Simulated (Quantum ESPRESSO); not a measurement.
**LaSi3Ir (I4mm): zone-centre phonons**

Aim: the zone-centre modes of LaSi3Ir (I4mm).

Calculated with Quantum ESPRESSO 7.5; DFT LDA, scalar-relativistic, plane waves, GBRV ultrasoft pseudopotentials.

**1. The starting structure**

It takes space group I4mm (No. 107, tetragonal). The conventional cell has a = 4.278 Å, b = 4.278 Å, c = 9.830 Å, α = 90.00°, β = 90.00°, γ = 90.00°. Nearest to La lie 12 Si at 3.15 to 3.34 Å and 5 Ir at 3.39 Å. Nearest to Si lie 2 Ir at 2.38 Å and 6 Si at 2.60 to 3.03 Å and 4 La at 3.17 to 3.34 Å. Nearest to Si lie 1 Ir at 2.40 Å and 4 Si at 2.60 Å and 4 La at 3.15 Å. Nearest to Ir lie 5 Si at 2.38 to 2.40 Å and 5 La at 3.39 Å. Farther neighbours are not listed.

**2. A probe with smearing**

A cheap run with smearing and empty bands tells whether the crystal has a gap, which decides between fixed occupations and smearing later on.

The input, probe.in:

```
 &control
    calculation='scf',
    prefix='x',
    outdir='./tmp',
    pseudo_dir='./pseudo',
    tprnfor=.true.,
    tstress=.true.,
    verbosity='high',
 /
 &system
    ibrav=0,
    nat=5,
    ntyp=3,
    ecutwfc=40.0,
    ecutrho=240.0,
    occupations='smearing',
    smearing='gaussian',
    degauss=0.01,
 /
 &electrons
    conv_thr=1.0d-07,
    mixing_beta=0.7,
    electron_maxstep=100,
 /
ATOMIC_SPECIES
 La    138.9055  La.upf
 Si     28.0850  Si.upf
 Ir    192.2170  Ir.upf
CELL_PARAMETERS angstrom
    -2.139000000    2.139000000    4.915000000
     2.139000000   -2.139000000    4.915000000
     2.139000000    2.139000000   -4.915000000
ATOMIC_POSITIONS crystal
 La     0.000000000   0.000000000   0.000000000
 Si     0.761500000   0.261500000   0.500000000
 Si     0.261500000   0.761500000   0.500000000
 Si     0.411200000   0.411200000   0.000000000
 Ir     0.655300000   0.655300000   0.000000000
K_POINTS automatic
 6 6 6 0 0 0
```

Command:

```sh
OMP_NUM_THREADS=1 mpirun -n 4 pw.x -nk 4 -in probe.in > probe.out
```

The log of the run:

```text
[banners, grids, parts of the stress and lines that vanish by symmetry left out]
Program PWSCF v.7.5
     Message from routine setup:
     using ibrav=0 with symmetry is DISCOURAGED, use correct ibrav instead
[...]
kinetic-energy cutoff     =      40.0000  Ry
     charge density cutoff     =     240.0000  Ry
     scf convergence threshold =      1.0E-07
[...]
Exchange-correlation= SLA  PZ   NOGX NOGC
                           (   1   1   0   0   0   0   0)
[...]
8 Sym. Ops. (no inversion) found
[...]
(     0          1          0      )
                  (     0          0          1      )
[...]
( -0.0000000  1.0000000  0.0000000 )
                  ( -0.0000000 -0.0000000  1.0000000 )
[...]
(     1          0          0      )
                  (    -1         -1         -1      )
[...]
number of k points=    30  Gaussian smearing, width (Ry)=  0.0100
[...]
c_bands:  1 eigenvalues not converged
[...]
End of self-consistent calculation
[...]
the Fermi energy is    13.2898 ev
!    total energy              =    -313.31926179 Ry
[...]
convergence has been achieved in  12 iterations
[...]
atom    1 type  1   force =     0.00000000   -0.00000000   -0.00515655
     atom    2 type  2   force =     0.00000000   -0.00000000    0.00063489
     atom    3 type  2   force =     0.00000000    0.00000000    0.00063489
     atom    4 type  2   force =    -0.00000000   -0.00000000    0.01264426
     atom    5 type  3   force =    -0.00000000    0.00000000   -0.00875750
[...]
Total force =     0.016247     Total SCF correction =     0.000104
[...]
total   stress  (Ry/bohr**3)                   (kbar)     P=      -41.81
[...]
XML data file, charge density, pseudopotentials, collected wavefunctions

   JOB DONE.
```

Wall time 29 s (4 MPI ranks of Arm Neoverse V1, shared host).

Read from the output:

```yaml
volume_per_atom: 17.99 Å³
pressure: -4.182 GPa
gap_on_the_k_mesh: 0 eV
```

No gap opens on this mesh, so smearing is kept; the start stands at -4.2 GPa.

**3. Relaxation**

The relaxation runs at a cutoff a fifth above that of the response, since stress converges more slowly with the basis than frequencies do. Forces and stress are brought to rest with tight thresholds.

relax.in, as its differences from probe.in of step 2:

```diff
@@ -1,3 +1,3 @@
  &control
-    calculation='scf',
+    calculation='vc-relax',
     prefix='x',
@@ -7,3 +7,5 @@
     tstress=.true.,
-    verbosity='high',
+    forc_conv_thr=2.0d-05,
+    etot_conv_thr=1.0d-07,
+    nstep=40,
  /
@@ -13,12 +15,17 @@
     ntyp=3,
-    ecutwfc=40.0,
-    ecutrho=240.0,
+    ecutwfc=48,
+    ecutrho=288.0,
     occupations='smearing',
-    smearing='gaussian',
-    degauss=0.01,
+    smearing='mv',
+    degauss=0.02,
  /
  &electrons
-    conv_thr=1.0d-07,
+    conv_thr=1.0d-11,
     mixing_beta=0.7,
     electron_maxstep=100,
+ /
+ &ions
+ /
+ &cell
+    press_conv_thr=0.2,
  /
```

Command:

```sh
OMP_NUM_THREADS=1 mpirun -n 4 pw.x -nk 4 -in relax.in > relax.out
```

The log of the run:

```text
[banners, grids, parts of the stress and lines that vanish by symmetry left out]
[banner, memory and clock lines left out]
Program PWSCF v.7.5

[...]
kinetic-energy cutoff     =      48.0000  Ry
     charge density cutoff     =     288.0000  Ry
     scf convergence threshold =      1.0E-11
[...]
energy convergence thresh.=      1.0E-07
     force convergence thresh. =      2.0E-05
     press convergence thresh. =      2.0E-01
     Exchange-correlation= SLA  PZ   NOGX NOGC
                           (   1   1   0   0   0   0   0)
[...]
8 Sym. Ops. (no inversion) found
[...]
number of k points=    30  Marzari-Vanderbilt smearing, width (Ry)=  0.0200
[...]
c_bands:  1 eigenvalues not converged
     c_bands:  1 eigenvalues not converged
[...]
c_bands:  1 eigenvalues not converged
     c_bands:  1 eigenvalues not converged
[...]
c_bands:  1 eigenvalues not converged
[...]
End of self-consistent calculation
[...]
the Fermi energy is    13.2819 ev
!    total energy              =    -313.31985227 Ry
[...]
convergence has been achieved in  16 iterations
[...]
atom    1 type  1   force =     0.00000000    0.00000000   -0.00514371
     atom    2 type  2   force =     0.00000000    0.00000000    0.00064414
     atom    3 type  2   force =     0.00000000    0.00000000    0.00064414
     atom    4 type  2   force =     0.00000000    0.00000000    0.01277040
     atom    5 type  3   force =     0.00000000    0.00000000   -0.00891496
     Total force =     0.016427     Total SCF correction =     0.000001
[...]
total   stress  (Ry/bohr**3)                   (kbar)     P=      -40.70
[...]
number of bfgs steps    =   0
[...]
CELL_PARAMETERS (angstrom)
[...]
ATOMIC_POSITIONS (crystal)
La              -0.0002769009       -0.0002769009       -0.0000000000
Si               0.7615346760        0.2615346760        0.5000000000
Si               0.2615346760        0.7615346760        0.5000000000
Si               0.4118874672        0.4118874672        0.0000000000
[...]
New effective cutoffs (rho, wfc):  292.20   48.72
[...]
End of self-consistent calculation
[...]
the Fermi energy is    13.6274 ev
!    total energy              =    -313.32232363 Ry
[...]
convergence has been achieved in  12 iterations
[...]
total   stress  (Ry/bohr**3)                   (kbar)     P=        0.02
[...]
number of bfgs steps    =  10
[...]
the Fermi energy is    13.7842 ev
!    total energy              =    -313.32273865 Ry
[...]
convergence has been achieved in   9 iterations
[...]
Total force =     0.000064     Total SCF correction =     0.000000
[...]
total   stress  (Ry/bohr**3)                   (kbar)     P=       -0.01
[...]
number of bfgs steps    =  11
[...]
small trust_radius: resetting bfgs history
[...]
New effective cutoffs (rho, wfc):  294.19   49.08
[...]
End of self-consistent calculation
[...]
the Fermi energy is    13.7843 ev
!    total energy              =    -313.32273832 Ry
[...]
convergence has been achieved in   6 iterations
[...]
atom    3 type  2   force =    -0.00000000   -0.00000000    0.00000007
     atom    4 type  2   force =    -0.00000000   -0.00000000    0.00000804
     atom    5 type  3   force =     0.00000000    0.00000000    0.00002651
     Total force =     0.000044     Total SCF correction =     0.000000
[...]
total   stress  (Ry/bohr**3)                   (kbar)     P=        0.00
[...]
number of bfgs steps    =  12
[...]
resetting bfgs history
     Message from routine bfgs:
[...]
CELL_PARAMETERS (angstrom)
[...]
ATOMIC_POSITIONS (crystal)
[...]
New effective cutoffs (rho, wfc):  294.19   49.08
[...]
End of self-consistent calculation
[...]
the Fermi energy is    13.7843 ev
!    total energy              =    -313.32273832 Ry
[...]
convergence has been achieved in   3 iterations
[...]
atom    1 type  1   force =    -0.00000000    0.00000000   -0.00003461
     atom    2 type  2   force =    -0.00000000    0.00000000   -0.00000004
     atom    3 type  2   force =    -0.00000000    0.00000000   -0.00000004
     atom    4 type  2   force =     0.00000000    0.00000000    0.00000799
     atom    5 type  3   force =     0.00000000   -0.00000000    0.00002669
     Total force =     0.000044     Total SCF correction =     0.000001
[...]
total   stress  (Ry/bohr**3)                   (kbar)     P=        0.00
[...]
Message from routine bfgs:
[...]
bfgs failed after  15 scf cycles and  12 bfgs steps, convergence not achieved
[...]
End of BFGS Geometry Optimization
     Final enthalpy           =    -313.3227383156 Ry
     File ./tmp/x.bfgs deleted, as requested
[...]
CELL_PARAMETERS (angstrom)
[...]
ATOMIC_POSITIONS (crystal)
[...]
Si               0.4125889438        0.4125889438        0.0000000000
Ir               0.6536087540        0.6536087540        0.0000000000
[...]
XML data file, charge density, pseudopotentials, collected wavefunctions
```

Elapsed: 7.1 min, on 4 MPI ranks.

The run stopped without converging: the BFGS search stopped short of its thresholds.

Forces and stress had fallen to the noise beside the minimum, so the last cell was taken on.

Over 15 steps the volume went from 17.99 to 17.46 Å³ an atom and the energy fell by 7.85 meV an atom.

**4. Self-consistent run for the response**

Perturbation theory inherits every error of the wavefunctions, so the threshold is set near the limit of the arithmetic. Smearing stays on, as the first look found no gap above 0.3 eV.

The input, scf.in:

```
 &control
    calculation='scf',
    prefix='x',
    outdir='./tmp',
    pseudo_dir='./pseudo',
    tprnfor=.true.,
    tstress=.true.,
 /
 &system
    ibrav=0,
    nat=5,
    ntyp=3,
    ecutwfc=40.0,
    ecutrho=240.0,
    occupations='smearing',
    smearing='mv',
    degauss=0.02,
 /
 &electrons
    conv_thr=1.0d-12,
    mixing_beta=0.7,
    electron_maxstep=100,
 /
ATOMIC_SPECIES
 La    138.9055  La.upf
 Si     28.0850  Si.upf
 Ir    192.2170  Ir.upf
CELL_PARAMETERS angstrom
    -2.115188348    2.115188348    4.877673942
     2.115188348   -2.115188348    4.877673942
     2.115188348    2.115188348   -4.877673942
ATOMIC_POSITIONS crystal
 La    -0.001211041  -0.001211041   0.000000000
 Si     0.762256672   0.262256672   0.500000000
 Si     0.262256672   0.762256672   0.500000000
 Si     0.412588944   0.412588944   0.000000000
 Ir     0.653608754   0.653608754   0.000000000
K_POINTS automatic
 6 6 6 0 0 0
```

Command:

```sh
OMP_NUM_THREADS=1 mpirun -n 4 pw.x -nk 4 -in scf.in > scf.out
```

The log of the run:

```text
[banners, grids, parts of the stress and lines that vanish by symmetry left out]
[banner, memory and clock lines left out]
Program PWSCF v.7.5

[...]
kinetic-energy cutoff     =      40.0000  Ry
     charge density cutoff     =     240.0000  Ry
     scf convergence threshold =      1.0E-12
[...]
Exchange-correlation= SLA  PZ   NOGX NOGC
                           (   1   1   0   0   0   0   0)
[...]
8 Sym. Ops. (no inversion) found
[...]
number of k points=    30  Marzari-Vanderbilt smearing, width (Ry)=  0.0200
[...]
c_bands:  1 eigenvalues not converged
     c_bands:  1 eigenvalues not converged
     c_bands:  1 eigenvalues not converged
     c_bands:  1 eigenvalues not converged
[...]
c_bands:  1 eigenvalues not converged
[...]
c_bands:  1 eigenvalues not converged
[...]
End of self-consistent calculation
[...]
the Fermi energy is    13.7844 ev
!    total energy              =    -313.32193357 Ry
[...]
convergence has been achieved in  18 iterations
[...]
atom    1 type  1   force =     0.00000000    0.00000000   -0.00003614
     atom    2 type  2   force =     0.00000000   -0.00000000    0.00001074
     atom    3 type  2   force =    -0.00000000   -0.00000000    0.00001074
     atom    4 type  2   force =    -0.00000000   -0.00000000   -0.00000355
     atom    5 type  3   force =     0.00000000    0.00000000    0.00001822
     Total force =     0.000043     Total SCF correction =     0.000000
[...]
total   stress  (Ry/bohr**3)                   (kbar)     P=       -1.28
[...]
XML data file, charge density, pseudopotentials, collected wavefunctions
```

Elapsed: 43 s, on 4 MPI ranks.

Numbers from this step:

* volume per atom: 17.46 Å³
* pressure: -0.128 GPa

The cell stands at -0.13 GPa, close enough for phonons.

[end of part 1 of 2]

[Host names and launcher messages were left out of these logs when they were recorded.]

[Logs are printed without paths, hosts, clocks, repeated set-up lines and the standing remarks that a program may print on its own settings, such as how far it seeks lower states.]

[Hosts, paths, dates, database ids (printed as entryN), source tags and the programs' standing remarks are cut or masked in the printed files.]
